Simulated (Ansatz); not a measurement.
# Hf (Hafnium, P6_3/mmc): a volume series of phonon spectra, part 2 of 4

Which modes of Hf (Hafnium) drive its thermal expansion?

Ansatz 0.2.0; DFT PBEsol, scalar-relativistic, plane waves, PAW; PAW set soft_1.

So far. Step 2 (Probe on a coarse mesh): The start is under -3.6 GPa at this level and looks like a metal on this mesh. Step 4 (Tight relaxation): The residual pressure is -0.0014 GPa, small enough for phonons.

## Step 5: Phonons, V/V0 1

Phonons at this volume give one point of F(V, T); meshes stay fixed along the series.

input.yaml reads:

```yaml
crystal:
  lattice:
    - [3.1604221101, 0.0, 0.0]
    - [-1.580211055, 2.737005834, 0.0]
    - [0.0, 0.0, 4.9953799294]
  atoms:
    - { symbol: Hf, position: [0.3333333333, 0.6666666667, 0.25] }
    - { symbol: Hf, position: [0.6666666667, 0.3333333333, 0.75] }
kpoints:
  mp_grid: { grid: [15, 15, 8] }
hamiltonian:
  xc: pbesol
  pseudopotentials: { kind: paw, azcp: { folder: soft_1 }, xc_functional: pbe }
scf:
  occupations: { method: methfessel_paxton, width: 0.2 }
  lower_state_search: "off"
output:
  eigenvalues: true
phonons:
  method: dfpt
  qmesh: [3, 3, 2]
  temperatures: { t_max: 1000, t_step: 50 }
  qpath:
    path:
      - [[0.0, 0.0, 0.0], [0.5, 0.0, 0.0], [0.33333333, 0.33333333, 0.0], [0.0, 0.0, 0.0], [0.0, 0.0, 0.5], [0.5, 0.0, 0.5], [0.33333333, 0.33333333, 0.5], [0.0, 0.0, 0.5]]
      - [[0.5, 0.0, 0.5], [0.5, 0.0, 0.0]]
      - [[0.33333333, 0.33333333, 0.0], [0.33333333, 0.33333333, 0.5]]
    npoints: 10
```

On the command line:

```
$ ansatz run input.yaml --threads 18 --pin off --max-ram 92160MiB --backend cuda --events-out ev --progress --plain --runs-dir out --max-vram 78GiB
```

Numbers of over 12 decimals in the logs are rounded to 6 here.

What it wrote:

```text
[...]
Crystal: 2 atoms, lattice volume = 43.211 Å³
Basis set: ecut = 420 eV, 845 PW (Γ), exchange–correlation on 48×48×72 points (8 copies of the dense FFT grid, shifted against one another)
Bands: 32, of which v1, the nominal top of the filled ones, is band 26 counted from 1 (25 counted from 0)
Symmetry: 24 space group operations
k-points: 135 of 1800
[...]
SCF iter   1: F=—  HF=-31197.853937 eV  |F-HF|=—  |Δ(HF+E_count)|=         —  Δρ=3.62e-2  dr2=6.75e-1  ethr=3.10e-3  ⟨swp⟩=4.7  Hψ=14877  notcnv=0
[...]
SCF iter   6: F=—  HF=-31197.604164 eV  |F-HF|=—  |Δ(HF+E_count)|=   3.10e-5  S|Δr|=    0.00e0  Δρ=1.38e-4  dr2=6.55e-6  ethr=3.27e-7  ⟨swp⟩=2.2  Hψ=7886  notcnv=0
[...]
SCF iter   9: F=—  HF=-31197.604493 eV  |F-HF|=—  |Δ(HF+E_count)|=   6.62e-9  S|Δr|=    0.00e0  Δρ=1.18e-6  dr2=4.92e-10  ethr=3.45e-11  ⟨swp⟩=2.5  Hψ=7928  notcnv=0
[...]
SCF iter  11: F=-31197.604493 eV  HF=-31197.604493 eV  |F-HF|=3.64e-12  |Δ(HF+E_count)|=  3.64e-12  S|Δr|=    0.00e0  Δρ=5.64e-8  dr2=7.42e-13  ethr=1.00e-12  ⟨swp⟩=8.9  Hψ=30577  notcnv=0
the search or the solves at the SCF's close seem to have found levels that the self-consistency loop had missed (the run counts 1). By its estimate they hold under 1e-12 electrons; where the run keeps them, the occupations were computed again with them
SCF 1 converged in 11 iterations: F = -31197.604493 eV  dr2 = 7.42e-13
[...]
NSCF: frozen V_eff on 135 k-points, pencils in batches of 32, up to order 128
[...]
NSCF: frozen V_eff on 135 k-points
[...]
DFPT response loops at q = (0, 0, 0) (fractional): preconditioner auto → Kerker (q_TF=auto, 2.814 Å⁻¹) (partly filled bands, converged f_vac=0.000); β = 1.00, the filter's whole step (`scf.mixing.beta` (0.50) is not read by the response loops under this deck's `scf.mixing.preconditioner`; to damp them name `kerker` or `kerker_dos`, under which they read `scf.mixing.beta`, and type it under 1.00, their step now; both keys bind the ground state too); Anderson in place of MSR1; while a model of the screening serves, it and β = 1 on shorter waves in the place of filter and β
[...]
SCF converged after 11 iterations
[...]
Free energy (F): -31197.604493 eV
[...]
Internal energy: -31197.608536 eV  (E = F + TS)
E sigma→0 (E₀):  -31197.605503 eV
Entropy (-TS):   0.004043 eV (2.021 meV/atom)
Fermi energy:    18.722717 eV
[...]
--- Band table (eV; the first three rows and the last of 135) ---
  k-point 0: bands = [... 22 lower, 11.2024, 14.8796, 19.5086, 19.8692, 19.8692, 20.1738, 20.7321, 20.7321, ... 2 higher]
  k-point 1: bands = [... 22 lower, 11.3531, 14.8144, 19.2827, 19.7815, 19.7815, 20.0433, 20.6060, 20.6060, ... 2 higher]
  k-point 2: bands = [... 22 lower, 11.7878, 14.5567, 18.8689, 19.6560, 19.6560, 19.6948, 20.3110, 20.3110, ... 2 higher]
  k-point 134: bands = [... 22 lower, 16.8660, 16.8660, 17.1975, 17.1975, 18.5587, 18.5587, 21.2786, 21.2786, ... 2 higher]
--- Phonons (Γ-DFPT): 2 representative perturbations + reference (Σ response iterations 8) ---
  ASR residual: 1.244e-5 → 0.000e0 eV/Å²; symmetrization residual: 1.354e-9 eV/Å²
  ASR residual per site (eV/Å²): 1.24e-5 1.24e-5
  Γ frequencies (cm⁻¹): 0.00 0.00 0.00 79.25 79.25 105.96
--- Phonons (arbitrary-q DFPT): 6 irreducible q on the 3×3×2 mesh ---
  q = [0.0000, 0.0000, 0.0000] (star 1, of the zone-centre solve; hermiticity 3.68e-10, symmetrization 1.84e-10): -0.00 0.00 0.00 79.25 79.25 105.96
  q = [0.0000, 0.0000, -0.5000] (star 1, 2 solved perturbations in 395 linear systems a pass and spin channel, the states on 135 of 1800 k-point pairs; hermiticity 2.63e-10, symmetrization 1.31e-10): 53.82 53.82 53.82 53.82 108.27 108.27
[...]
sum rule: each row above includes the acoustic sum rule's correction from the zone centre's row sums; it moved no ω² by more than (0.14 cm⁻¹)²
  mesh force constants: q→R imaginary residual 0.00e0; ASR residual 1.244e-5 → 0.000e0 eV/Å²; symmetrization residual 1.066e-14 eV/Å²
  interpolated dispersion: 93 rows × 6 modes
  density of states and harmonic sums: on the 24×24×14 q-mesh, interpolated from the force constants of a 3×3×2 supercell (no non-analytic term)
  largest difference from the sums on the solved wave vectors: F 3.92e-2 eV, S 5.35e-5 and C_V 1.43e-5 eV/K
  zero-point energy: 0.038823 eV/cell   skipped modes (ω ≤ 0): 3   left out of the sums: 6.20e-5 of the cell's modes: C_V's classical limit lies that fraction below 3 k_B per atom; for a crystal, a wire or a layer, F and S can be off by more, and a phonons.interpolated_qmesh denser along its periods is the remedy for the sampling
```

Wall time 9.3 s (1 × NVIDIA GB200 with 18 threads of Arm Neoverse V2, shared host); peak memory 2.4 GiB.

This step gave:

- Γ frequencies: 0, 0, 0, 79.25, 79.25, 106.0 cm⁻¹ (negative: imaginary)
- lowest frequency on the path: 0 cm⁻¹
- zero-point energy: 0.03882 eV/cell
- point group: 6/mmm
- highest frequency: 158.8 cm⁻¹
- Debye temperature from the second moment: 202 K

No LO-TO term. The phonon branches at the labelled points (cm⁻¹):

| point | branch 1 | branch 2 | branch 3 | branch 4 | branch 5 | branch 6 |
| --- | --- | --- | --- | --- | --- | --- |
| Γ | 0 | 0 | 0 | 79 | 79 | 106 |
| halfway | 49 | 51 | 92 | 105 | 115 | 122 |
| M | 60 | 83 | 116 | 128 | 137 | 146 |
| halfway | 81 | 90 | 114 | 118 | 137 | 150 |
| K | 104 | 104 | 113 | 113 | 116 | 159 |
| halfway | 59 | 64 | 90 | 116 | 120 | 126 |
| Γ | 0 | 0 | 0 | 79 | 79 | 106 |
| halfway | 28 | 28 | 68 | 72 | 72 | 112 |
| A | 54 | 54 | 54 | 54 | 108 | 108 |
| halfway | 85 | 85 | 88 | 88 | 135 | 135 |
| L | 98 | 98 | 101 | 101 | 159 | 159 |
| halfway | 68 | 68 | 126 | 126 | 155 | 155 |
| H | 51 | 51 | 139 | 139 | 150 | 150 |
| halfway | 74 | 74 | 106 | 106 | 139 | 139 |
| A | 54 | 54 | 54 | 54 | 108 | 108 |
| jump to L | 98 | 98 | 101 | 101 | 159 | 159 |
| halfway | 75 | 92 | 107 | 121 | 150 | 150 |
| M | 60 | 83 | 116 | 128 | 137 | 146 |
| jump to K | 104 | 104 | 113 | 113 | 116 | 159 |
| halfway | 74 | 74 | 123 | 137 | 137 | 153 |
| H | 51 | 51 | 139 | 139 | 150 | 150 |

The phonon branches as a text plot (rows in cm⁻¹):

```
    155 |          *****                 *****           *   **
    149 |       * *                     *     *****       ***  **
    142 |      * **     *              *           *       *   **
    136 |     * ** *    **            *       ***           *   *
    129 |    * ***     * *                   *   *  *       * **
    122 |      *  * * *              *      *        *    ** **
    116 |   ********** ****      *  *             *   *  *  **
    109 |*****      * **  ******* **       *       *   ** **
    103 |  * *      *** *  *      *       *              *
     96 |   *       * ** * *            ***         *    *   *
     89 | **      **   *    *    *    **   *              **
     83 |**     **      *    *        *              *   *  * *
     76 |   *  *  *      **   **     *      *      **     *
     69 |     *          *      *    *            *  **    *
     63 |    *  **         *     *  *        *   *    *     *  *
     56 |  * ***          *       **          * *      **
     50 |                 *       *            *                *
     43 |   *              **
     36 | **               *     *
     30 |  *                *  **
     23 | *                 **
     17 |*                   *
     10 |*                   * *
      3 |                     *
         Γ      M    K        Γ   A       L    H       A|L M|K  H
```

Tetrahedra on 24 24 14, mean over bins of 2 cm⁻¹. Phonon density of states against wavenumber; read off at these points:

wavenumber (cm⁻¹), phonon density of states (1/cm⁻¹/cell) and a bar:
```
      1.0     0.0000 
      7.0     0.0001 
     11.0     0.0005 
     17.0     0.0012 
     23.0     0.0024 #
     29.0     0.0038 #
     33.0     0.0050 ##
     39.0     0.0073 ###
     45.0     0.0102 ####
     51.0     0.0145 #####
     55.0     0.0216 ########
     61.0     0.0379 ##############
     67.0     0.0622 #######################
     71.0     0.0784 #############################
     77.0     0.0626 #######################
     83.0     0.0567 #####################
     89.0     0.0495 ##################
     93.0     0.0456 #################
     99.0     0.0343 #############
    105.0     0.0644 ########################
    109.0     0.0722 ###########################
    115.0     0.0773 #############################
    117.0     0.0803 ##############################
    121.0     0.0588 ######################
    127.0     0.0536 ####################
    131.0     0.0485 ##################
    137.0     0.0562 #####################
    143.0     0.0555 #####################
    149.0     0.0709 ##########################
    151.0     0.0760 ############################
    153.0     0.0505 ###################
    159.0     0.0025 #
```

Harmonic. Thermo, by row:

| T (K) | F_vib (meV/atom) | S (J/mol-atom/K) | C_V (J/mol-atom/K) |
| --- | --- | --- | --- |
| 0 | 19.41 | 0 | 0 |
| 50 | 18.36 | 6.703 | 12.67 |
| 100 | 11.71 | 18.5 | 20.54 |
| 150 | -0.28 | 27.34 | 22.82 |
| 200 | -16.26 | 34.05 | 23.71 |
| 250 | -35.33 | 39.39 | 24.14 |
| 300 | -56.92 | 43.81 | 24.38 |
| 350 | -80.63 | 47.58 | 24.53 |
| 400 | -106.2 | 50.87 | 24.63 |
| 450 | -133.3 | 53.77 | 24.69 |
| 500 | -161.8 | 56.38 | 24.74 |
| 550 | -191.7 | 58.73 | 24.77 |
| 600 | -222.7 | 60.89 | 24.8 |
| 650 | -254.8 | 62.88 | 24.82 |
| 700 | -287.8 | 64.72 | 24.84 |
| 750 | -321.8 | 66.43 | 24.85 |
| 800 | -356.6 | 68.04 | 24.86 |
| 850 | -392.3 | 69.54 | 24.87 |
| 900 | -428.7 | 70.97 | 24.88 |
| 950 | -465.8 | 72.31 | 24.89 |
| 1000 | -503.6 | 73.59 | 24.89 |

Phonopy on the run's constants, 21x21x11 mesh, Gaussian sigma 2.0 cm⁻¹. Modes, Hf against wavenumber; read off at these points:

wavenumber (cm⁻¹), modes, Hf (1/cm⁻¹/cell) and a bar:
```
     -5.0     0.0000 
      0.0     0.0001 
      5.0     0.0000 
     10.0     0.0006 
     15.0     0.0010 
     20.0     0.0017 #
     25.0     0.0031 #
     30.0     0.0043 ##
     35.0     0.0054 ##
     40.0     0.0086 ###
     45.0     0.0094 ####
     50.0     0.0139 #####
     55.0     0.0221 #########
     60.0     0.0355 ##############
     65.0     0.0515 ####################
     70.0     0.0723 #############################
     75.0     0.0660 ##########################
     80.0     0.0592 #######################
     85.0     0.0535 #####################
     90.0     0.0474 ###################
     95.0     0.0421 #################
    100.0     0.0452 ##################
    105.0     0.0625 #########################
    110.0     0.0689 ###########################
    115.0     0.0748 ##############################
    115.8     0.0758 ##############################
    120.0     0.0618 ########################
    125.0     0.0574 #######################
    130.0     0.0504 ####################
    135.0     0.0546 ######################
    140.0     0.0557 ######################
    145.0     0.0618 ########################
    149.3     0.0673 ###########################
    150.0     0.0670 ###########################
    155.0     0.0369 ###############
    160.0     0.0051 ##
    165.0     0.0000 
    170.0     0.0000
```

No LO-TO term. Modes at Γ:

| mode | frequency (cm⁻¹) | symmetry |
| --- | --- | --- |
| 1 | 0.0 | - |
| 2 | 0.0 | - |
| 3 | 0.0 | - |
| 4 | 79.2 | E2g |
| 5 | 79.2 | E2g |
| 6 | 106.0 | B1g |

Displacements in mode 5 (79.2 cm⁻¹), the largest set to 1:
```
Hf1 -0.10 -1.00  0.00
Hf2  0.10  1.00  0.00
```

Displacements in mode 6 (106.0 cm⁻¹), the largest set to 1:
```
Hf1  0.00  0.00  1.00
Hf2  0.00  0.00 -1.00
```

No mode is imaginary beyond numerical noise at the solved wavevectors.

## Step 6: A cell at another volume, V/V0 1.015

The volume is fixed at the new value while shape and atoms relax, so that only the volume differs between members of the series.

The cell differs from the one that the last finished run ended in (a 3.160 → 3.176 Å, b 3.160 → 3.176 Å, c 4.995 → 5.020 Å).

input.yaml, the sections that differ from step 5:

```yaml
crystal:
  lattice:
    - [3.176145862, 0.0, 0.0]
    - [-1.588072931, 2.7506230026, 0.0]
    - [0.0, 0.0, 5.0202329749]
  atoms:
    - { symbol: Hf, position: [0.3333333333, 0.6666666667, 0.25] }
    - { symbol: Hf, position: [0.6666666667, 0.3333333333, 0.75] }
output:
  forces: true
  stress: true
  eigenvalues: true
relax:
  adjacent_minimum: "off"
  f_tol: 0.001
  max_steps: 60
  cell: { stress_tol: 0.01, fix: [volume] }
# kpoints, hamiltonian, scf: as in step 5
# phonons: removed
```

What it wrote:

```text
[...]
Crystal: 2 atoms, lattice volume = 43.859 Å³
Basis set: ecut = 420 eV, 857 PW (Γ), exchange–correlation on 48×48×72 points (8 copies of the dense FFT grid, shifted against one another)
Bands: 32, of which v1, the nominal top of the filled ones, is band 26 counted from 1 (25 counted from 0)
Symmetry: 24 space group operations
[...]
k-point 134: bands = [... 22 lower, 16.5881, 16.5881, 16.9130, 16.9130, 18.2369, 18.2369, 20.9470, 20.9470, ... 2 higher]
--- Relaxed structure (3 steps of the walk, 3 accepted, 1 SCFs on fresh bases) ---
[...]
cell:  # Å, volume = 43.8587 Å³
    - [3.176631, 0.0, 0.0]
    - [-1.588315, 2.751043, 0.0]
    - [0.0, 0.0, 5.018701]
  atoms:
    - { symbol: Hf, position: [0.333333, 0.666667, 0.25] }
    - { symbol: Hf, position: [0.666667, 0.333333, 0.750000] }
[key lines of the parts left out:]
SCF converged after 4 iterations
Free energy (F): -31197.601106 eV
Fermi energy:    18.416632 eV
P = ⅓ Tr σ = -1.6545 GPa (-16.545 kbar)
```

Wall time 3 s (1 × NVIDIA GB200 with 18 threads); peak memory 1.1 GiB; 11 s of CPU time.

Little changed from the start: no atom moved by 0.005 Å and no cell edge by 0.1 %.

## Step 7: Phonons, V/V0 1.015

Phonons at this volume give one point of F(V, T); meshes stay fixed along the series.

input.yaml, the sections that differ from step 6:

```yaml
crystal:
  lattice:
    - [3.1766305971, 0.0, 0.0]
    - [-1.5883152986, 2.7510427955, 0.0]
    - [0.0, 0.0, 5.0187009758]
  atoms:
    - { symbol: Hf, position: [0.3333333333, 0.6666666667, 0.25] }
    - { symbol: Hf, position: [0.6666666667, 0.3333333333, 0.75] }
output:
  eigenvalues: true
phonons:
  method: dfpt
  qmesh: [3, 3, 2]
  temperatures: { t_max: 1000, t_step: 50 }
  qpath:
    path:
      - [[0.0, 0.0, 0.0], [0.5, 0.0, 0.0], [0.33333333, 0.33333333, 0.0], [0.0, 0.0, 0.0], [0.0, 0.0, 0.5], [0.5, 0.0, 0.5], [0.33333333, 0.33333333, 0.5], [0.0, 0.0, 0.5]]
      - [[0.5, 0.0, 0.5], [0.5, 0.0, 0.0]]
      - [[0.33333333, 0.33333333, 0.0], [0.33333333, 0.33333333, 0.5]]
    npoints: 10
# kpoints, hamiltonian, scf: as in step 6
# relax: removed
```

What it wrote:

```text
[...]
Crystal: 2 atoms, lattice volume = 43.859 Å³
Basis set: ecut = 420 eV, 857 PW (Γ), exchange–correlation on 48×48×72 points (8 copies of the dense FFT grid, shifted against one another)
Bands: 32, of which v1, the nominal top of the filled ones, is band 26 counted from 1 (25 counted from 0)
Symmetry: 24 space group operations
k-points: 135 of 1800
[...]
k-point 134: bands = [... 22 lower, 16.5881, 16.5881, 16.9130, 16.9130, 18.2369, 18.2369, 20.9470, 20.9470, ... 2 higher]
[...]
ASR residual: 1.875e-5 → 0.000e0 eV/Å²; symmetrization residual: 1.332e-9 eV/Å²
  ASR residual per site (eV/Å²): 1.87e-5 1.87e-5
  Γ frequencies (cm⁻¹): 0.00 0.00 0.00 79.46 79.46 100.18
--- Phonons (arbitrary-q DFPT): 6 irreducible q on the 3×3×2 mesh ---
[...]
interpolated dispersion: 93 rows × 6 modes
[...]
[key lines of the parts left out:]
SCF converged after 11 iterations
Free energy (F): -31197.601106 eV
Fermi energy:    18.416633 eV
```

It took 5.9 s on 1 × NVIDIA GB200 with 18 threads; peak memory 2.3 GiB; 22 s of CPU time.

No LO-TO term. The phonon branches at the labelled points (cm⁻¹):

| point | branch 1 | branch 2 | branch 3 | branch 4 | branch 5 | branch 6 |
| --- | --- | --- | --- | --- | --- | --- |
| Γ | 0 | 0 | 0 | 80 | 80 | 100 |
| halfway | 49 | 51 | 89 | 104 | 110 | 120 |
| M | 60 | 82 | 113 | 126 | 133 | 142 |
| halfway | 80 | 88 | 111 | 116 | 134 | 147 |
| K | 102 | 102 | 111 | 111 | 114 | 155 |
| halfway | 58 | 64 | 88 | 112 | 118 | 124 |
| Γ | 0 | 0 | 0 | 80 | 80 | 100 |
| halfway | 28 | 28 | 68 | 73 | 73 | 108 |
| A | 54 | 54 | 54 | 54 | 106 | 106 |
| halfway | 84 | 84 | 86 | 86 | 133 | 133 |
| L | 96 | 96 | 100 | 100 | 155 | 155 |
| halfway | 67 | 67 | 124 | 124 | 152 | 152 |
| H | 50 | 50 | 136 | 136 | 146 | 146 |
| halfway | 73 | 73 | 105 | 105 | 136 | 136 |
| A | 54 | 54 | 54 | 54 | 106 | 106 |
| jump to L | 96 | 96 | 100 | 100 | 155 | 155 |
| halfway | 75 | 91 | 104 | 119 | 146 | 147 |
| M | 60 | 82 | 113 | 126 | 133 | 142 |
| jump to K | 102 | 102 | 111 | 111 | 114 | 155 |
| halfway | 73 | 73 | 121 | 134 | 134 | 150 |
| H | 50 | 50 | 136 | 136 | 146 | 146 |

The phonon branches as a text plot (rows in cm⁻¹):

```
    152 |          *****                 *****           *   **
    146 |         *                     *     *****       **   **
    139 |      ****     *              *       *   *       **  **
    133 |     * ** *    **            *       * *           *   *
    126 |    * ***     * *                   *   *  *      ** **
    120 |     **  * * *              *      *        *    *  **
    113 |    ********* ****      *  *             *   *  *  **
    107 |  **      ** **  **    * **       *       *   ** **
    100 |*** *      *** *  *****  *      **              *
     94 |   *      ** ** * **           ***         *    **  *
     87 | **      **   *    *    *    **   *             * *
     81 |*      **      *    ***                     *      * *
     74 |   *  *  *      **     *    *      *      **     *
     68 |     *          *      **   *            *  **    *
     61 |    * ***         *      * *        *   *    *     *  *
     55 |  * **           *        *          * *      **
     49 |                 *       *            *                *
     42 |   *              **    *
     36 | **               *
     29 |  *                *  **
     23 | *                 **
     16 |*                   *
     10 |*                   * *
      3 |                     *
         Γ      M    K        Γ   A       L    H       A|L M|K  H
```

No mode is imaginary beyond numerical noise at the solved wavevectors. The highest zone-centre mode (no LO–TO term) moved by -5.5 % for a volume change of +1.5 %.

## Step 8: Relaxing at fixed volume, V/V0 0.985

Each volume of the series is relaxed in shape and positions, since modes respond to internal strain as well.

The cell differs from the one that the last finished run ended in (a 3.177 → 3.145 Å, b 3.177 → 3.145 Å, c 5.019 → 4.970 Å).

input.yaml, the sections that differ from step 7:

```yaml
crystal:
  lattice:
    - [3.1445403239, 0.0, 0.0]
    - [-1.5722701619, 2.7232518037, 0.0]
    - [0.0, 0.0, 4.970277094]
  atoms:
    - { symbol: Hf, position: [0.3333333333, 0.6666666667, 0.25] }
    - { symbol: Hf, position: [0.6666666667, 0.3333333333, 0.75] }
output:
  forces: true
  stress: true
  eigenvalues: true
relax:
  adjacent_minimum: "off"
  f_tol: 0.001
  max_steps: 60
  cell: { stress_tol: 0.01, fix: [volume] }
# kpoints, hamiltonian, scf: as in step 7
# phonons: removed
```

What it wrote:

```text
[...]
Crystal: 2 atoms, lattice volume = 42.562 Å³
Basis set: ecut = 420 eV, 833 PW (Γ), exchange–correlation on 48×48×72 points (8 copies of the dense FFT grid, shifted against one another)
Bands: 32, of which v1, the nominal top of the filled ones, is band 26 counted from 1 (25 counted from 0)
Symmetry: 24 space group operations
[...]
k-point 134: bands = [... 22 lower, 17.1515, 17.1515, 17.4905, 17.4905, 18.8903, 18.8903, 21.6188, 21.6188, ... 2 higher]
--- Relaxed structure (3 steps of the walk, 3 accepted, 1 SCFs on fresh bases) ---
[...]
cell:  # Å, volume = 42.5623 Å³
    - [3.143971, -2.886230304804668e-11, 0.0]
    - [-1.571985, 2.722758, 0.0]
    - [0.0, 0.0, 4.972078]
  atoms:
    - { symbol: Hf, position: [0.333333, 0.666667, 0.250000] }
    - { symbol: Hf, position: [0.666667, 0.333333, 0.750000] }
[key lines of the parts left out:]
SCF converged after 4 iterations
Free energy (F): -31197.600962 eV
Fermi energy:    19.038262 eV
P = ⅓ Tr σ = 1.7646 GPa (17.646 kbar)
```

Wall time 3 s (1 × NVIDIA GB200 with 18 threads); peak memory 1 GiB.

Little changed from the start: no atom moved by 0.005 Å and no cell edge by 0.1 %.

[end of part 2 of 4]

[Logs are printed without paths, hosts, clocks, repeated set-up lines and the standing remarks that a program may print on its own settings, such as how far it seeks lower states.]

[Hosts, paths, dates, database ids (printed as entryN), source tags and the programs' standing remarks are cut or masked in the printed files.]

[A step with changed settings may run another functional than the one named; its input shows which.]


